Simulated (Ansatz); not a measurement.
**A hop of O in AlBO3 (R-3c), charge +2**

Wanted: path and barrier of a jump of O in AlBO3 (R-3c) at charge +2. The case: V_O hop (2.7 Å), in a cell of 80 host atoms with 1 O taken out.

Program: Ansatz 0.2.0. Level of theory: plane-wave PAW DFT, PBEsol; nudged elastic band between two relaxed defect structures at fixed charge in a uniform background. Results are calculated unless marked as measured.

### 1. The structure

The cell holds 79 atoms: 16 Al, 16 B and 47 O. Its edges and angles: a = 10.516 Å, b = 10.516 Å, c = 10.516 Å, α = 50.4°, β = 50.4°, γ = 50.4°. It derives from AlBO3 (space group R-3c). Nearest the centre at fractional (0.548, 0.375, 0.452): O16 at 1.34 Å, Al70 at 1.38 Å, B52 at 1.99 Å, O49 at 2.16 Å, Al42 at 2.24 Å, O30 at 2.32 Å, O48 at 2.37 Å, B4 at 2.42 Å. The cell carries charge +2.

The cell's shortest repeat is 9.0 Å.

### 2. Relaxation of the start point, charge +2

A barrier is counted from a minimum, so both ends are relaxed first. Small random displacements break the symmetry of the ideal sites, so that the defect can distort if it gains by it. The charge of +2 is set by the electron count, and a uniform background keeps the cell neutral.

Input file qp2_c80k1s.start/input.yaml:

```yaml
crystal:
  lattice:
    - [4.4753042, 2.58381808, 9.15826512]
    - [-4.4753042, 2.58381808, 9.15826512]
    - [0.0, -5.16763617, 9.15826512]
  atoms:
    - { symbol: Al, position: [0.0, 0.0, 0.0] }
    - { symbol: Al, position: [0.25, 0.25, 0.25] }
    - { symbol: B, position: [0.125, 0.125, 0.125] }
    - { symbol: B, position: [0.375, 0.375, 0.375] }
    - { symbol: O, position: [0.125, 0.47063163, 0.27936837] }
    - { symbol: O, position: [0.47063163, 0.27936837, 0.125] }
    - { symbol: O, position: [0.22063163, 0.375, 0.02936837] }
    - { symbol: O, position: [0.375, 0.02936837, 0.22063163] }
    - { symbol: O, position: [0.02936837, 0.22063163, 0.375] }
    - { symbol: O, position: [0.27936837, 0.125, 0.47063163] }
    - { symbol: Al, position: [0.0, 0.0, 0.5] }
    - { symbol: Al, position: [0.25, 0.25, 0.75] }
    - { symbol: B, position: [0.125, 0.125, 0.625] }
    - { symbol: B, position: [0.375, 0.375, 0.875] }
    - { symbol: O, position: [0.125, 0.47063163, 0.77936837] }
    - { symbol: O, position: [0.47063163, 0.27936837, 0.625] }
    - { symbol: O, position: [0.22063163, 0.375, 0.52936837] }
    - { symbol: O, position: [0.375, 0.02936837, 0.72063163] }
    - { symbol: O, position: [0.02936837, 0.22063163, 0.875] }
    - { symbol: O, position: [0.27936837, 0.125, 0.97063163] }
    - { symbol: Al, position: [0.0, 0.5, 0.0] }
    - { symbol: Al, position: [0.25, 0.75, 0.25] }
    - { symbol: B, position: [0.125, 0.625, 0.125] }
    - { symbol: B, position: [0.375, 0.875, 0.375] }
    - { symbol: O, position: [0.125, 0.97063163, 0.27936837] }
    - { symbol: O, position: [0.47063163, 0.77936837, 0.125] }
    - { symbol: O, position: [0.22063163, 0.875, 0.02936837] }
    - { symbol: O, position: [0.375, 0.52936837, 0.22063163] }
    - { symbol: O, position: [0.02936837, 0.72063163, 0.375] }
    - { symbol: O, position: [0.27936837, 0.625, 0.47063163] }
    - { symbol: Al, position: [0.0, 0.5, 0.5] }
    - { symbol: Al, position: [0.25, 0.75, 0.75] }
    - { symbol: B, position: [0.125, 0.625, 0.625] }
    - { symbol: B, position: [0.375, 0.875, 0.875] }
    - { symbol: O, position: [0.125, 0.97063163, 0.77936837] }
    - { symbol: O, position: [0.47063163, 0.77936837, 0.625] }
    - { symbol: O, position: [0.22063163, 0.875, 0.52936837] }
    - { symbol: O, position: [0.375, 0.52936837, 0.72063163] }
    - { symbol: O, position: [0.02936837, 0.72063163, 0.875] }
    - { symbol: O, position: [0.27936837, 0.625, 0.97063163] }
    - { symbol: Al, position: [0.5, 0.0, 0.0] }
    - { symbol: Al, position: [0.75, 0.25, 0.25] }
    - { symbol: B, position: [0.625, 0.125, 0.125] }
    - { symbol: B, position: [0.875, 0.375, 0.375] }
    - { symbol: O, position: [0.97063163, 0.27936837, 0.125] }
    - { symbol: O, position: [0.72063163, 0.375, 0.02936837] }
    - { symbol: O, position: [0.875, 0.02936837, 0.22063163] }
    - { symbol: O, position: [0.52936837, 0.22063163, 0.375] }
    - { symbol: O, position: [0.77936837, 0.125, 0.47063163] }
    - { symbol: Al, position: [0.5, 0.0, 0.5] }
    - { symbol: Al, position: [0.75, 0.25, 0.75] }
    - { symbol: B, position: [0.625, 0.125, 0.625] }
    - { symbol: B, position: [0.875, 0.375, 0.875] }
    - { symbol: O, position: [0.625, 0.47063163, 0.77936837] }
    - { symbol: O, position: [0.97063163, 0.27936837, 0.625] }
    - { symbol: O, position: [0.72063163, 0.375, 0.52936837] }
    - { symbol: O, position: [0.875, 0.02936837, 0.72063163] }
    - { symbol: O, position: [0.52936837, 0.22063163, 0.875] }
    - { symbol: O, position: [0.77936837, 0.125, 0.97063163] }
    - { symbol: Al, position: [0.5, 0.5, 0.0] }
    - { symbol: Al, position: [0.75, 0.75, 0.25] }
    - { symbol: B, position: [0.625, 0.625, 0.125] }
    - { symbol: B, position: [0.875, 0.875, 0.375] }
    - { symbol: O, position: [0.625, 0.97063163, 0.27936837] }
    - { symbol: O, position: [0.97063163, 0.77936837, 0.125] }
    - { symbol: O, position: [0.72063163, 0.875, 0.02936837] }
    - { symbol: O, position: [0.875, 0.52936837, 0.22063163] }
    - { symbol: O, position: [0.52936837, 0.72063163, 0.375] }
    - { symbol: O, position: [0.77936837, 0.625, 0.47063163] }
    - { symbol: Al, position: [0.5, 0.5, 0.5] }
    - { symbol: Al, position: [0.75, 0.75, 0.75] }
    - { symbol: B, position: [0.625, 0.625, 0.625] }
    - { symbol: B, position: [0.875, 0.875, 0.875] }
    - { symbol: O, position: [0.625, 0.97063163, 0.77936837] }
    - { symbol: O, position: [0.97063163, 0.77936837, 0.625] }
    - { symbol: O, position: [0.72063163, 0.875, 0.52936837] }
    - { symbol: O, position: [0.875, 0.52936837, 0.72063163] }
    - { symbol: O, position: [0.52936837, 0.72063163, 0.875] }
    - { symbol: O, position: [0.77936837, 0.625, 0.97063163] }
total_charge: 2
basis:
  ecutwfc: 420
  xc_grid: 2
hamiltonian:
  xc: pbesol
kpoints:
  mp_grid: { grid: [1, 1, 1], shift: [0.25, 0.25, 0.25] }
scf:
  occupations: { method: fixed }
  max_iter: 100
output:
  forces: true
relax:
  f_tol: 0.02
  max_steps: 70
  random_displacement: { amplitude: 0.03, seed: 9000 }
```

Started as:

```sh
ansatz run input.yaml --threads 32 --pin off --max-ram 84787MiB --backend cuda --events-out ev --progress --plain --runs-dir out --max-vram 78GiB
```

Numbers of over 12 decimals in the logs are rounded to 6 here.

Log:

```text
[... repeated set-up lines and file paths are left out, and long positions are rounded to six places ...]
The last accepted step is kept in <dir> (removed where the run ends without a failure and the disk answers)
Engine: ansatz 0.2.0, aarch64-unknown-linux-gnu
Pseudopotentials: kind: paw
Pseudopotential: Al, paw, valence charge 3, recommended cutoff 420 eV (normal), Al.paw.azcp
Pseudopotential: B, paw, valence charge 3, recommended cutoff 420 eV (normal), B.paw.azcp
Pseudopotential: O, paw, valence charge 6, recommended cutoff 420 eV (normal), O.paw.azcp
Functional definition: PBEsol
  exchange = pbesol_x
  correlation = pbesol_c
[...]
Crystal: 79 atoms, lattice volume = 635.403 Å³
Basis set: ecut = 420 eV, 12439 PW (Γ), exchange–correlation on 144×144×144 points (8 copies of the dense FFT grid, shifted against one another)
Bands: 267, of which v1, the nominal top of the filled ones, is band 188 counted from 1 (187 counted from 0)
Symmetry: 1 space group operations
k-points: 1
Non-local potential: Al, projectors of the file, l = 0: 2, l = 1: 2, l = 2: 1
Non-local potential: B, projectors of the file, l = 0: 2, l = 1: 2, l = 2: 1
Non-local potential: O, projectors of the file, l = 0: 2, l = 1: 2, l = 2: 1
PAW form: soft (Blöchl's): semilocal exchange-correlation on the pseudo side does not see the compensation charge
PAW frozen core: Al, regenerated for the run's functional, and the local potential with it (the file was generated under x = pbe(κ = 0.804, μ = 0.219515), c = pbe(β = 0.066725))
PAW frozen core: B, regenerated for the run's functional, and the local potential with it (the file was generated under x = pbe(κ = 0.804, μ = 0.219515), c = pbe(β = 0.066725))
PAW frozen core: O, regenerated for the run's functional, and the local potential with it (the file was generated under x = pbe(κ = 0.804, μ = 0.219515), c = pbe(β = 0.066725))
PAW one-centre angular grid: Al, 110 points (default); XC on 64 Gauss nodes
PAW one-centre angular grid: B, 110 points (default); XC on 64 Gauss nodes
PAW one-centre angular grid: O, 110 points (default); XC on 64 Gauss nodes
Initial density: superposition of atomic densities (neutral atoms scaled as one to the charged cell's electrons: chi_scale 0, normalization atom), corrected by the library's trained network
Initial wavefunctions: pseudopotential atomic-orbital guess
[...]
Functional: x = pbesol(κ = 0.804, μ = 0.123457), c = pbesol(β = 0.046)
SCF iter   1: F=—  HF=-37307.208763 eV  |F-HF|=—  |Δ(HF+E_count)|=         —  Δρ=1.74e-2  dr2=7.68e0  ethr=1.77e-3  ⟨swp⟩=5.0  Hψ=839  notcnv=0  defer=77
preconditioner: auto → Resta (q_TF=auto, 2.500 Å⁻¹)  ε∞=3.6  [insulator: Δε(μ)=1.845 eV  Ē_g=17.651 eV  n_scr=180 (ndim 8)  ℏωp=28.6 eV  f_vac=0.000  ε∞_Penn≈3.6]
SCF iter   2: F=—  HF=-37305.265046 eV  |F-HF|=—  |Δ(HF+E_count)|=    1.94e0  Δρ=8.96e-3  dr2=1.39e0  ethr=1.77e-3  ⟨swp⟩=3.0  Hψ=279  notcnv=0  defer=77
SCF iter   3: F=—  HF=-37306.067878 eV  |F-HF|=—  |Δ(HF+E_count)|=   8.03e-1  Δρ=2.46e-2  dr2=1.00e1  ethr=3.71e-4  ⟨swp⟩=3.0  Hψ=384  notcnv=0  defer=53  recentre
automatic band count: iteration 3 solves 243 bands in place of 267: the levels show a gap, and the empty bands left out lie too high to hold charge; the band table lists the bands solved (type scf.n_extra_bands for more)
[...]
automatic band count: iteration 4 solves 267 bands in place of 243: the levels no longer show a gap clear of their residuals, so the SCF keeps every band
[...]
SCF 1 converged in 25 iterations: F = -37305.037924 eV  dr2 = 6.52e-7
  greatest PAW one-centre occupation: 0.866 electrons in one spin orbital (limit 2), on the O atom at site 25 (counted from 0), in its partial waves of l = 0
relax step   1: F+E_penalty+E_count = -37305.03792358 eV  Δ(F+E_penalty+E_count) = +0.000e0 eV  max|allowed force component| = 4.198e0 eV/Å  Δτ_max = 0.0000 Å  (25 SCF iters, dr2 threshold 1.00e-5 eV, accepted)
[... the SCF cycles and remarks between the steps are left out from here to the last step ...]
relax step   3: F+E_penalty+E_count = -37308.82174390 eV  Δ(F+E_penalty+E_count) = -1.677e0 eV  max|allowed force component| = 1.789e0 eV/Å  Δτ_max = 0.1947 Å  (6 SCF iters, dr2 threshold 1.00e-4 eV, accepted)
relax step   6: F+E_penalty+E_count = -37309.37429183 eV  Δ(F+E_penalty+E_count) = -1.025e-1 eV  max|allowed force component| = 3.377e-1 eV/Å  Δτ_max = 0.0533 Å  (5 SCF iters, dr2 threshold 1.00e-4 eV, accepted)
relax step   9: F+E_penalty+E_count = -37309.45993841 eV  Δ(F+E_penalty+E_count) = -7.043e-2 eV  max|allowed force component| = 5.404e-1 eV/Å  Δτ_max = 0.1901 Å  (6 SCF iters, dr2 threshold 6.14e-6 eV, accepted)
relax step  12: F+E_penalty+E_count = -37309.95322132 eV  Δ(F+E_penalty+E_count) = -1.068e-1 eV  max|allowed force component| = 1.103e0 eV/Å  Δτ_max = 0.0506 Å  (5 SCF iters, dr2 threshold 1.00e-4 eV, accepted)
[...]
SCF 14 converged in 5 iterations: F = -37310.060588 eV  dr2 = 5.56e-6
[...]
relax step  15: F+E_penalty+E_count = -37310.06457923 eV  Δ(F+E_penalty+E_count) = -3.991e-3 eV  max|allowed force component| = 2.839e-1 eV/Å  Δτ_max = 0.0226 Å  (4 SCF iters, dr2 threshold 1.33e-5 eV, accepted)
[...]
SCF 17 converged in 6 iterations: F = -37310.067755 eV  dr2 = 1.84e-8
[...]
- { symbol: Al, position: [0.246220, 0.751127, 0.255288] }
    - { symbol: B, position: [0.125904, 0.621316, 0.128790] }
    - { symbol: B, position: [0.373300, 0.874169, 0.378952] }
    - { symbol: O, position: [0.121851, 0.974406, 0.278233] }
    - { symbol: O, position: [0.463677, 0.782333, 0.128427] }
    - { symbol: O, position: [0.221942, 0.873224, 0.030647] }
    - { symbol: O, position: [0.388516, 0.526746, 0.221516] }
    - { symbol: O, position: [0.035201, 0.711783, 0.376820] }
    - { symbol: O, position: [0.288514, 0.623362, 0.469412] }
    - { symbol: Al, position: [0.003016, 0.492428, 0.501465] }
    - { symbol: Al, position: [0.246640, 0.752005, 0.756717] }
    - { symbol: B, position: [0.132376, 0.624832, 0.623004] }
    - { symbol: B, position: [0.372595, 0.882700, 0.879690] }
    - { symbol: O, position: [0.125828, 0.968673, 0.781239] }
    - { symbol: O, position: [0.472782, 0.776573, 0.635544] }
    - { symbol: O, position: [0.219962, 0.874716, 0.533745] }
    - { symbol: O, position: [0.368038, 0.532505, 0.736011] }
    - { symbol: O, position: [0.025615, 0.720438, 0.877853] }
    - { symbol: O, position: [0.282944, 0.623017, 0.976182] }
    - { symbol: Al, position: [0.498442, 0.006886, 0.001580] }
    - { symbol: Al, position: [0.767774, 0.219911, 0.243150] }
    - { symbol: B, position: [0.625105, 0.117889, 0.128403] }
    - { symbol: B, position: [0.868810, 0.374291, 0.377821] }
    - { symbol: O, position: [0.964585, 0.282386, 0.122968] }
    - { symbol: O, position: [0.722510, 0.371383, 0.031341] }
    - { symbol: O, position: [0.882935, 0.015150, 0.215685] }
    - { symbol: O, position: [0.536551, 0.216879, 0.374221] }
    - { symbol: O, position: [0.778061, 0.134212, 0.460011] }
    - { symbol: Al, position: [0.499679, -0.002716, 0.500496] }
    - { symbol: Al, position: [0.750241, 0.247557, 0.753579] }
    - { symbol: B, position: [0.625667, 0.132796, 0.618264] }
    - { symbol: B, position: [0.877390, 0.373762, 0.873381] }
    - { symbol: O, position: [0.626949, 0.468173, 0.784713] }
    - { symbol: O, position: [0.970677, 0.276251, 0.627398] }
    - { symbol: O, position: [0.714860, 0.375022, 0.533849] }
    - { symbol: O, position: [0.873299, 0.030163, 0.721577] }
    - { symbol: O, position: [0.524881, 0.223867, 0.879137] }
    - { symbol: O, position: [0.778620, 0.121393, 0.973373] }
    - { symbol: Al, position: [0.500138, 0.483269, 0.009775] }
    - { symbol: Al, position: [0.748525, 0.746151, 0.251581] }
    - { symbol: B, position: [0.593309, 0.695874, 0.017559] }
    - { symbol: B, position: [0.880847, 0.863171, 0.371378] }
    - { symbol: O, position: [0.625041, 0.964736, 0.283001] }
    - { symbol: O, position: [0.971181, 0.774159, 0.126112] }
    - { symbol: O, position: [0.717218, 0.874785, 0.030577] }
    - { symbol: O, position: [0.860729, 0.527487, 0.223477] }
    - { symbol: O, position: [0.526739, 0.717648, 0.381244] }
    - { symbol: O, position: [0.779905, 0.620618, 0.472875] }
    - { symbol: Al, position: [0.486089, 0.506731, 0.529302] }
    - { symbol: Al, position: [0.775551, 0.754932, 0.720415] }
    - { symbol: B, position: [0.627562, 0.622378, 0.629100] }
    - { symbol: B, position: [0.871893, 0.875710, 0.876422] }
    - { symbol: O, position: [0.628991, 0.977227, 0.770907] }
    - { symbol: O, position: [0.980662, 0.782382, 0.615645] }
    - { symbol: O, position: [0.725426, 0.872549, 0.524008] }
    - { symbol: O, position: [0.877395, 0.527914, 0.718132] }
    - { symbol: O, position: [0.539635, 0.725466, 0.895474] }
    - { symbol: O, position: [0.772616, 0.631361, 0.957031] }
```

Run time: 9.5 s. Hardware: 1 × NVIDIA GB200 with 32 threads of Arm Neoverse V2, shared host; peak memory 1.2 GiB.

Step by step:

| step | energy less that of the first step (eV) | largest force component (eV/Å) |
| --- | --- | --- |
| 1 | 0.0000 | 4.1976 |
| 5 | -4.2338 | 1.5406 |
| 9 | -4.4220 | 0.5404 |
| 13 | -4.9934 | 0.5366 |
| 17 | -5.0298 | 0.0058 |

The atoms that moved most (Å, from the sites as typed, ahead of the random displacement):

| atom | dx | dy | dz | length |
| --- | --- | --- | --- | --- |
| B62 | -0.460 | 0.657 | -0.625 | 1.017 |
| O78 | 0.023 | -0.066 | 0.326 | 0.333 |
| Al70 | -0.094 | -0.169 | 0.202 | 0.280 |
| Al42 | 0.213 | 0.004 | -0.176 | 0.276 |
| Al71 | 0.091 | 0.232 | 0.008 | 0.250 |
| O79 | -0.060 | 0.070 | -0.128 | 0.158 |
| O67 | -0.057 | -0.056 | -0.122 | 0.146 |
| O38 | -0.046 | -0.089 | 0.106 | 0.146 |

Neighbours of O16 at the end:

| atom | distance (Å) |
| --- | --- |
| B52 | 1.389 |
| Al70 | 1.907 |
| Al12 | 1.972 |
| O49 | 2.387 |
| O74 | 2.418 |
| O30 | 2.585 |
| O56 | 2.670 |
| O48 | 2.684 |
| O15 | 2.691 |
| B4 | 2.698 |
| O58 | 2.720 |
| O17 | 2.740 |
| O20 | 2.742 |

Read from the output:

```yaml
free_energy: -37310.0678 eV
r_m_s_move_of_the_farther_half_of_the_atoms: 0.08301 Å
largest_move_from_the_ideal_geometry_of_this_structure_a_common_shift_of_the_far_atoms_taken_out: 1.029 Å
```

The relaxation gained 5.030 eV and ended with a largest force component of 0.0058 eV/Å.

(Continued in part 2 of 3.)

[Logs are printed without paths, hosts, clocks, repeated set-up lines and the standing remarks that a program may print on its own settings, such as how far it seeks lower states.]

[Hosts, paths, dates, database ids (printed as entryN), source tags and the programs' standing remarks are cut or masked in the printed files.]
